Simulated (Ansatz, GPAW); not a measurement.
# Work function of Br/W(110) at several levels, part 2 of 2

Aim: the work function of both faces of Br/W(110), and its spread over functionals and bases.

GPAW 26.7.0 and Ansatz 0.2.0; Ansatz plane waves; slab in vacuum with a dipole correction, relaxation; PAW set soft_1 (the session's first sound run).

So far, upper work function (eV): step 2 (relaxing the atoms, PBE) 4.16; step 4 (self-consistent run: xc = "vdW-DF2", GPAW, PAW setups, GPAW) 4.47; step 5 (OptPBE vdW: xc = "optPBE-vdW", GPAW, PAW setups, GPAW) 4.36; step 6 (self-consistent run: xc = "RPBE") 4.06; step 7 (real-space grid: mode = "fd", PBE, GPAW) 4.16.

### Step 9. A second plane-wave code

A second program with its own datasets checks the number independently.

This step: Ansatz plane waves; slab in vacuum with a dipole correction; PAW set soft_1 (Ansatz 0.2.0).

Contents of input.yaml:

```yaml
crystal:
  lattice:
    - [4.4689148571, -3.16, 0.0]
    - [4.4689148571, 3.16, 0.0]
    - [0.0, 0.0, 23.2075929229]
  atoms:
    - { symbol: W, position: [0.0, 0.0, 0.3016254216] }
    - { symbol: W, position: [0.25, 0.25, 0.3979067308] }
    - { symbol: W, position: [0.0, 0.0, 0.4950553797] }
    - { symbol: W, position: [0.2534526129, 0.2534526129, 0.5908283451] }
    - { symbol: W, position: [0.0, 0.5, 0.3016254216] }
    - { symbol: W, position: [0.25, 0.75, 0.3979067308] }
    - { symbol: W, position: [0.0, 0.5, 0.4963535964] }
    - { symbol: W, position: [0.2523800069, 0.7476199931, 0.5900603037] }
    - { symbol: W, position: [0.5, 0.0, 0.3016254216] }
    - { symbol: W, position: [0.75, 0.25, 0.3979067308] }
    - { symbol: W, position: [0.5, 0.0, 0.4963535964] }
    - { symbol: W, position: [0.7476199931, 0.2523800069, 0.5900603037] }
    - { symbol: W, position: [0.5, 0.5, 0.3016254216] }
    - { symbol: W, position: [0.75, 0.75, 0.3979067308] }
    - { symbol: W, position: [0.5, 0.5, 0.4944074117] }
    - { symbol: W, position: [0.7465473871, 0.7465473871, 0.5908283451] }
    - { symbol: Br, position: [0.0, 0.0, 0.6828181925] }
kpoints:
  mp_grid: { grid: [6, 6, 1] }
hamiltonian:
  xc: pbe
  pseudopotentials: { kind: paw, azcp: { folder: soft_1 } }
scf:
  occupations: { method: fermi_dirac, width: 0.1 }
efield:
  axis: 3
  dipole_correction: true
  ramp_width: 0.05
output:
  forces: true
  write_potential: true
  write_density: true
  volumetric_format: npy
  elf: true
```

Command:

```
$ ansatz run input.yaml --threads 4 --pin off --max-ram 8192MiB --backend cpu --events-out ev --progress --plain --runs-dir out
```

Wall time 61 s (4 threads of Arm Neoverse V1, shared host); peak memory 2.3 GiB.

This step gave:

```
lower work function     : 4.890 eV
dipole along the normal : 0.1136 e·Å
dipole field            : 0.03137 V/Å
```

The electrostatic potential energy of an electron (with the applied field's), less the Fermi level, planar mean oscillates, so the rows of the table below give means over windows of 2.32 Å about each position, cut where the curve ends. Its maxima inside the range that stand out by 2 % of the span (Å: eV): 8.1: -2.74, 10.3: -2.81, 12.6: -3.12, 15.1: 0.236. Its minima: 7.0: -18.3, 9.3: -18.8, 11.5: -18.8, 13.8: -18.4, 15.8: -1.51.

Table of electrostatic potential energy of an electron (with the applied field's), less the Fermi level, planar mean by z; means over each step:

```tsv
z (Å)	electrostatic potential energy of an electron (with the applied field's), less the Fermi level, planar mean (eV)
1.16	4.87
3.48	4.85
5.80	-3.06
8.12	-11.6
10.44	-11.5
12.76	-11.9
15.08	-4.09
17.40	3.45
19.72	4.16
22.04	4.22
```

The valence density, planar mean oscillates, so the rows of the table below give means over windows of 2.18 Å about each position, cut where the curve ends. Its maxima inside the range that stand out by 2 % of the span (Å: e/Å³): 7.0: 1.54, 9.3: 1.53, 11.5: 1.53, 13.6: 1.54. Its minima: 8.1: 0.353, 10.3: 0.340, 12.6: 0.367.

Valence density, planar mean against z; means over each step:

z (Å), valence density, planar mean (e/Å³) and a bar:
```
     1.09       0.00 
     3.27       0.00 
     5.45       0.17 ######
     7.63       0.89 ##############################
     9.81       0.88 #############################
    11.99       0.90 ##############################
    14.17       0.82 ###########################
    16.35       0.10 ###
    18.53       0.00 
    20.71       0.00
```

Force by atom:

```tsv
atom	x (eV/Å)	y (eV/Å)	z (eV/Å)	size
W1	0.000	0.000	0.252	0.252
W2	-0.021	0.000	-0.462	0.462
W3	0.000	0.000	-0.011	0.011
W4	-0.011	0.000	-0.005	0.012
W5	0.000	0.000	0.423	0.423
W6	0.000	-0.036	-0.249	0.252
W7	0.000	0.000	0.015	0.015
W8	0.000	-0.018	-0.003	0.019
W9	0.000	0.000	0.423	0.423
W10	0.000	0.036	-0.249	0.252
W11	0.000	0.000	0.015	0.015
W12	0.000	0.018	-0.003	0.019
W13	0.000	0.000	0.322	0.322
W14	0.021	0.000	-0.462	0.462
W15	0.000	0.000	-0.014	0.014
W16	0.011	0.000	-0.005	0.012
Br17	0.000	0.000	0.013	0.013
```

ELF in the ca plane at fractional y = 0.000, with atoms of W and Br within 0.2 Å of it. It is the smooth field of the valence electrons, not physical close to the nuclei.

Ten even steps from '0' (0.00) to '9' (0.89), each cell a mean:
```
55634543442664652444336841599741000000000000
77424433443367633443325898998631000000000000
43335433454334334444433689987420000000000000
43345444455443345444432356664210000000000000
43334433444334334444443212221000000000000000
77424433443367633444454210000000000000000000
55634543442564653444455310000000000000000000
23644544443652563444455310000000000000000000
77634433442477742444454310000000000000000000
55334433443245423444443211110000000000000000
43345444455433334444443234443100000000000000
43345444455333334444433578876310000000000000
55334433443245423444324799998531000000000000
77634533442477743443336875799741000000000000
23644544443652663444337820399742000000000000
```
Columns run along c (16.0 Å, from fractional 0.29 to 0.98 of the cell), rows up along a (5.5 Å). Atoms in or near the plane, at fractional coordinates: W at (0.30, 0.00), W at (0.50, 0.00), W at (0.30, 0.50), W at (0.50, 0.50), Br at (0.68, 0.00).

Electrostatic potential energy in the ca plane at fractional y = 0.000, with atoms of W and Br within 0.2 Å of it. With pseudopotentials it is smooth inside the atoms' cores, unlike the true potential.

Values in eV, 8 rows by 16 columns, each cell a mean:
```
-35  -3   5   3 -31 -23   5   5 -13 -33   5  11  11  11  11  11
 -4   5   3   6  -2   1   5   4   5   2   9  11  11  11  11  11
-13   4   3   5  -9  -6   5   5   9  10  11  11  11  11  11  11
-38  -5   6   3 -34 -28   5   7  10  11  11  11  11  11  11  11
-35  -3   5   4 -30 -24   5   7  10  11  11  11  11  11  11  11
 -4   5   3   6  -2   0   5   4   9  10  10  11  11  11  11  11
-13   4   3   5 -10  -5   5   4   2  -7   8  11  11  11  11  11
-38  -5   6   2 -35 -27   5   6 -18 -38   3  11  11  11  11  11
```
Columns run along c (16.0 Å, from fractional 0.29 to 0.98 of the cell; values clipped at the 3rd and 97th percentile), rows up along a (5.5 Å). Atoms in or near the plane, at fractional coordinates: W at (0.30, 0.00), W at (0.50, 0.00), W at (0.30, 0.50), W at (0.50, 0.50), Br at (0.68, 0.00).

Valence density in the ca plane at fractional y = 0.000, with atoms of W and Br within 0.2 Å of it. It is the smooth field of the valence electrons, not physical close to the nuclei.

Ten steps, logarithmic in the rise over the least value, from '0' (-0.1 e/Å³) to '9' (5.6 e/Å³), each cell a mean:
```
99864444445899975444345664664211111111111111
88754444444688754444444566653211111111111111
65544444444456544444433455542211111111111111
44444444444444444444433333322111111111111111
66544444444456544444433222211111111111111111
88754444444688864444433221111111111111111111
99864444445799975444433211111111111111111111
99964444445899985444332211111111111111111111
99854444444699974444433221111111111111111111
77644444444567654444433222111111111111111111
55444444444445444444433322221111111111111111
55444444444445444444433344432111111111111111
77644444444567654444434556543211111111111111
99854444444799964444444666664211111111111111
99964444445899985444345650564311111111111111
```
Columns run along c (16.0 Å, from fractional 0.29 to 0.98 of the cell), rows up along a (5.5 Å). Atoms in or near the plane, at fractional coordinates: W at (0.30, 0.00), W at (0.50, 0.00), W at (0.30, 0.50), W at (0.50, 0.50), Br at (0.68, 0.00).

The upper face's work function is 4.162 eV, against 4.163 eV in the first plane-wave PBE run at this geometry.

### Step 10. Side by side

Results and costs are gathered.

This step: comparison of work functions, dipole and cost; PAW set soft_1 (GPAW 26.7.0).

Ladder, by row:

```tsv
step	code	work function, upper (eV)	work function, lower (eV)	dipole (e Å)	wall time (s)	peak memory (GiB)	threads
pw	GPAW	4.163	4.892	0.1144	1713	0.89	1
vdW-DF2	GPAW	4.466	5.116	0.1022	1897	1.25	1
optPBE-vdW	GPAW	4.365	5.052	0.1078	1743	1.25	1
RPBE	GPAW	4.065	4.765	0.11	1707	0.89	1
fd	GPAW	4.162	4.891	0.1139	7599	5.25	1
ansatz	Ansatz	4.162	4.89	0.1136	61.23	2.282	4
```

### Step 11. Outcome

| Property | Result |
| --- | --- |
| work function, upper and lower face | 4.163 and 4.892 eV |
| dipole along the normal | 0.114 e Å |

What this shows: With plane waves and PBE the work function is 4.16 eV on the upper face and 4.89 eV on the lower. The two faces differ by 0.73 eV, the step that the slab's dipole makes (e p/(ε0 A) gives 0.73 eV), so the dipole layer is needed. Over the sound runs of the table the upper face's work function spans 4.065 (RPBE) to 4.466 eV (vdW-DF2). The two plane-wave codes differ by 9.6e-4 eV on the upper face. The cell of 28.2 Å² holds one Br, started on one chosen site; other sites and coverages weren't tried. The in-plane lattice was kept as typed, which isn't the functional's own and leaves some strain; spin-orbit coupling and temperature are left out.

[Logs are printed without paths, hosts, clocks, repeated set-up lines and the standing remarks that a program may print on its own settings, such as how far it seeks lower states.]

[Hosts, paths, dates, database ids (printed as entryN), source tags and the programs' standing remarks are cut or masked in the printed files.]
